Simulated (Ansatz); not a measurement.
In doubt: masses and optical values from hybrid runs of this build are listed as unsure (in some of the runs), which bears on the screening that GW takes from such a start.

Consider SiO2 (Stishovite).

It takes space group P4_2/mnm (No. 136, tetragonal). The conventional cell has a = 4.177 Å, b = 4.177 Å, c = 2.665 Å, α = 90.00°, β = 90.00°, γ = 90.00°. Nearest to Si lie 6 O at 1.76 to 1.81 Å. Nearest to O lie 3 Si at 1.76 to 1.81 Å. Farther neighbours and most contacts between anions are not listed.

```yaml
crystal:
  lattice:
    - [4.17730, 0.00000, 0.00000]
    - [0.00000, 4.17730, 0.00000]
    - [0.00000, 0.00000, 2.66520]
  atoms:
    - { symbol: Si, position: [0.00000, 0.00000, 0.00000] }
    - { symbol: Si, position: [0.50000, 0.50000, 0.50000] }
    - { symbol: O, position: [0.30590, 0.30590, 0.00000] }
    - { symbol: O, position: [0.19410, 0.80590, 0.50000] }
    - { symbol: O, position: [0.69410, 0.69410, 0.00000] }
    - { symbol: O, position: [0.80590, 0.19410, 0.50000] }
```

The cell and positions come from the Crystallography Open Database and are kept as given unless a step says otherwise.

Gaps computed with Ansatz 0.2.0 without a self-energy: HSE06 7.75 eV.

Q: Estimate the G0W0@HSE06 gap with 6×6×8 mesh, 276 empty bands, screening to 190 eV, hard PAW files.

About 9.42 eV: on its mesh the run moves the gap from 7.73 eV by +1.69 eV. Bands and cutoff are finite, so the gap is not at the basis limit. The miss can reach some tenths of an eV and take either sign; the mesh is an error of its own.

[Paths, hosts, dates, memory and timing lines, banners, echoed tables and standing remarks are left out of the program output.]

[Logs are printed without paths, hosts, clocks, repeated set-up lines and the standing remarks that a program may print on its own settings, such as how far it seeks lower states.]

[Runs of the session that timed out or met a known fault of the program may be left out.]

[Cells called generated may have been cut or substituted from an entry of the Crystallography Open Database or the Materials Project.]

[Hosts, paths, dates, database ids (printed as entryN), source tags and the programs' standing remarks are cut or masked in the printed files.]
